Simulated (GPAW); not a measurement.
# Quasiparticle gap of TiO2 (Anatase) in GPAW, part 2 of 2

How does a plane-wave GW calculation on TiO2 (Anatase) run from the first input to the gap?

GPAW 26.7.0; LDA and many-body steps on it, plane waves. Known limits of the many-body steps: not at the basis limit.

So far. Step 3 (Bands along the symmetry lines): The gap is 2.020 eV, −0.047 eV from the run before at this level. Step 4 (Empty states on the mesh, 6×6×6 mesh, 91 bands): On this mesh the gap is 2.069 eV.

**5. Screening and self-energy, 6×6×6 mesh, 81 bands, screening to 65 eV**

G0W0 replaces the xc potential by the self-energy, built once from these orbitals. Only a window of levels is corrected, while the sums run over the empty bands that the input names.

This step: G0W0 on LDA, plane waves, PAW.

The input, run.py:

```python
import json
import numpy as np
from gpaw.mpi import world
from gpaw.response.g0w0 import G0W0

gw = G0W0('full.gpw',
    filename='gw',
    kpts=[0, 14, 26],
    bands=(22, 26),
    ecut=65,
    nbands=81,
    integrate_gamma='WS',
    ppa=True)
gw.calculate()
res = {mode: {k: v for k, v in r.items() if k != 'sigma_eskwn'}
       for mode, r in gw.all_results.items()}

if world.rank == 0:
    with open('result.json', 'w') as f:
        json.dump(res, f, default=lambda x: x.tolist())
```

Started as:

```sh
$ mpirun -n 8 gpaw python run.py
```

Numbers of over 12 decimals in the logs are rounded to 6 here.

The program printed:

```text
Using integrator: PointIntegrator
FrequencyGridDescriptor(from 0.000+0.000j to 0.000+27.211j eV, 2 points)
Nonperiodic BCs:  [False False False]
Using integrator: PointIntegrator
FrequencyGridDescriptor(from 0.000+0.000j to 0.000+27.211j eV, 2 points)
Nonperiodic BCs:  [False False False]
  ___  _ _ _
 |   || | | |
 | | || | | |
 |__ ||_____|
 |___|

BZ k-points: Symmetries present (total): 8

  [... matrices ...]
216 k-points: 6 x 6 x 6 Monkhorst-Pack grid + [1/12,1/12,1/12]
30 k-points in the irreducible part of the Brillouin zone
       k-points in crystal coordinates                weights
   0:     0.00000000    0.00000000    0.00000000          1/216
   1:     0.16666667   -0.16666667    0.00000000          4/216
   2:     0.16666667   -0.16666667    0.16666667          4/216
   3:     0.16666667    0.00000000    0.00000000          8/216
   4:     0.16666667    0.16666667   -0.16666667          2/216
   5:     0.33333333   -0.33333333    0.00000000          4/216
   6:     0.33333333   -0.33333333    0.16666667          8/216
   7:     0.33333333   -0.33333333    0.33333333          4/216
   8:     0.33333333   -0.16666667    0.00000000         16/216
   9:     0.33333333   -0.16666667    0.16666667          8/216
          ...
  29:     0.50000000    0.50000000    0.50000000          1/216

Distributing spins, k-points and bands (1 x 3 x 4) over 8 processes
Number of blocks: 1

Quasi particle states:
k-points (IBZ indices): [0, 14, 26]
Band range: (22, 26)
  [... matrices ...]
Computational parameters:
Plane wave cut-off: 65 eV
Number of bands: 81
Coulomb cutoff: None
Broadening: 0.1 eV

fxc modes: GW
Kernel: RPA
Using Godby-Needs plasmon-pole approximation:
  Fitting energy: i*E0, E0 = 1.000 Hartree
Summing all q:

Calculating screened Coulomb potential
No Coulomb truncation
FrequencyGridDescriptor(from 0.000+0.000j to 0.000+27.211j eV, 2 points)
Removing empty qpoint cache files...

Calculating chi0 body with:
    Ground state adapter containing:
    Number of spins: 1
    Number of kpoints: 216
    Number of irreducible kpoints: 30
    Number of completely occupied states: 24
    Number of partially occupied states: 24
    Occupied states memory: 12.0 M / cpu

    Linear response parametrization:
    q_c: [1.3877787807814457e-17, 1.3877787807814457e-17, 1.3877787807814457e-17]
    Number of frequency points: 2
    Planewave cutoff: 65.0
    Number of bands: 81
    Number of planewaves: 79
    Broadening (eta): 1e-06
    comm.size: 8
    kncomm.size: 8
    blockcomm.size: 1

    Memory estimate of potentially large arrays:
        chi0_wGG: 0.190460 M / cpu
Integrating chi0 body.

Symmetries of q_c:
    Direct symmetries (Uq -> q): 8
    Indirect symmetries (TUq -> q): 8
In total 16 allowed symmetries.

  [... matrices ...]
30 groups of equivalent kpoints. 86.111111% reduction.

Integral kind: response function
Integrating chi0 head and wings.

Symmetries of q_c:
    Direct symmetries (Uq -> q): 8
    Indirect symmetries (TUq -> q): 8
In total 16 allowed symmetries.

  [... matrices ...]
30 groups of equivalent kpoints. 86.111111% reduction.

Integral kind: response function wings

Calculating chi0 body with:
    Ground state adapter containing:
    Number of spins: 1
    Number of kpoints: 216
    Number of irreducible kpoints: 30
    Number of completely occupied states: 24
    Number of partially occupied states: 24
[... the further q-points ...]

Results:
f:      Occupation numbers
eps:     KS-eigenvalues [eV]
vxc:     KS vxc [eV]
exx:     Exact exchange [eV]
sigma:   Self-energies [eV]
dsigma:  Self-energy derivatives
Z:       Renormalization factors
qp:      QP-energies [eV]

k-point 0 (0): (0.000, 0.000, 0.000)                GW
band       f     eps     vxc     exx   sigma  dsigma       Z      qp
                                                                   GW
  22   1.000   3.269 -20.473 -25.149   4.981  -0.325   0.755   3.499
  23   1.000   3.269 -20.473 -25.149   4.981  -0.325   0.755   3.499
  24   0.000   5.783 -21.088 -13.060  -5.141  -0.287   0.777   8.026
  25   0.000   6.555 -22.466 -13.432  -5.851  -0.311   0.763   8.982

k-point 1 (14): (0.333, 0.333, -0.333)                GW
band       f     eps     vxc     exx   sigma  dsigma       Z      qp
                                                                   GW
  22   1.000   3.578 -21.465 -25.938   4.925  -0.314   0.761   3.921
  23   1.000   3.578 -21.465 -25.938   4.925  -0.314   0.761   3.921
  24   0.000   5.965 -21.390 -13.123  -5.311  -0.292   0.774   8.253
  25   0.000   6.351 -22.075 -13.309  -5.663  -0.304   0.767   8.730

k-point 2 (26): (0.500, 0.500, 0.000)                GW
band       f     eps     vxc     exx   sigma  dsigma       Z      qp
                                                                   GW
  22   1.000   3.713 -21.090 -25.671   4.978  -0.319   0.758   4.015
  23   1.000   3.714 -21.090 -25.671   4.978  -0.319   0.758   4.015
  24   0.000   7.063 -23.044 -13.873  -5.902  -0.322   0.756   9.535
  25   0.000   7.063 -23.044 -13.873  -5.902  -0.322   0.756   9.535
```

It took 4.5 min on 8 MPI ranks of Arm Neoverse V1, shared host; peak memory 5.3 GiB; 36 min of CPU time.

This step gave:

| Property | Result |
| --- | --- |
| G0W0 gap on the points computed | 4.011 eV |
| least direct G0W0 gap on the computed points | 4.331 eV |
| Z at the valence top | 0.7580 |
| Z at the conduction bottom | 0.7769 |
| starting gap on the mesh | 2.069 eV |
| k of the valence top | 0.5, 0.5, 0 |
| k of the conduction bottom | 0, 0, 0 |

The gap on the mesh goes from 2.07 eV to 4.01 eV, a correction of +1.94 eV.

Limits: finite bands, cutoff and mesh. v1 is the top filled band, c1 the lowest empty one. The levels before and after the correction (eV, zero at the valence-band top of each column):

```tsv
	conduction bottom	valence top
Kohn-Sham	2.07	0.00
G0W0	4.01	0.00
```

```tsv
	level	energy (eV)
Kohn-Sham	Γ v2-v1	-0.445
Kohn-Sham	Γ c1	2.069
Kohn-Sham	Γ c2	2.841
Kohn-Sham	(0.5 0.5 0) v2-v1	0.000
Kohn-Sham	(0.5 0.5 0) c1-c2	3.349
G0W0	Γ v2-v1	-0.516
G0W0	Γ c1	4.011
G0W0	Γ c2	4.967
G0W0	(0.5 0.5 0) v2-v1	0.000
G0W0	(0.5 0.5 0) c1-c2	5.520
```

**6. Where the time went**

Times are wall times on 8 MPI ranks of Arm Neoverse V1, shared host, good to a factor of about two.

```tsv
step	time	share	memory (GiB)
ground state	21 s	6 %	1.8
bands along the symmetry lines	17 s	5 %	2.0
empty states on the mesh	29 s	9 %	2.0
screening and self-energy	4.5 min	80 %	5.3
```

**7. Outcome**

| Property | Result |
| --- | --- |
| LDA gap | 2.02 eV, indirect |
| G0W0 gap on the mesh | 4.01 eV |
| G0W0 gap over the zone (rigid shift) | 3.96 eV |
| GW settings | 6×6×6 mesh, 81 bands, screening to 65 eV, Godby-Needs plasmon pole |
| known limits | not at the basis limit |

**Reading.** G0W0 moves the gap on the mesh from 2.07 eV to 4.01 eV (+1.94 eV), with Z of 0.76 and 0.78 at the edges. The mesh misses the band edges by 0.05 eV in all; a rigid shift gives 3.96 eV for the zone. Only 3 of the mesh's irreducible points were corrected, so a valley elsewhere could overtake. The dearest step here is «screening and self-energy». Against experiment, by G0W0@LDA: the gap of 3.96 eV lies +0.77 eV from the measured 3.19 eV (optical, 2021); the gap of 3.96 eV lies +0.82 eV from the measured 3.14 eV (optical, 2021); the direct gap of 4.33 eV lies +0.46 eV from the measured 3.87 eV (direct, 2023); the direct gap of 4.33 eV lies +0.35 eV from the measured 3.98 eV (electronic, quoted 2020); the gap of 3.96 eV lies +0.79 eV from the measured 3.17 eV (kind not stated, 2020). An exciton line or allowed optical edge lies below the quasiparticle gap by the binding energy; a forbidden edge can push the onset above it. The calculation has static nuclei and no excitons; a measured gap holds zero-point and thermal motion, which mostly lowers it. A miss this large is more than these effects usually give: tightly bound excitons can cover part of it, absorption edges can read low, one-shot GW can overshoot, and the runs shown don't tell these apart. Bands and cutoff are finite, so the gap is not at the basis limit. The miss can reach some tenths of an eV and take either sign; the mesh is an error of its own. These stock PAW sets were not made for GW. In the G0W0 run levels were corrected at 3 k points alone, so a gap called «on the mesh» is the least over those, and an edge elsewhere would be missed.

[Paths, hosts, dates, memory and timing lines, banners, echoed tables and standing remarks are left out of the program output.]

[Logs are printed without paths, hosts, clocks, repeated set-up lines and the standing remarks that a program may print on its own settings, such as how far it seeks lower states.]

[Runs of the session that timed out or met a known fault of the program may be left out.]

[Hosts, paths, dates, database ids (printed as entryN), source tags and the programs' standing remarks are cut or masked in the printed files.]
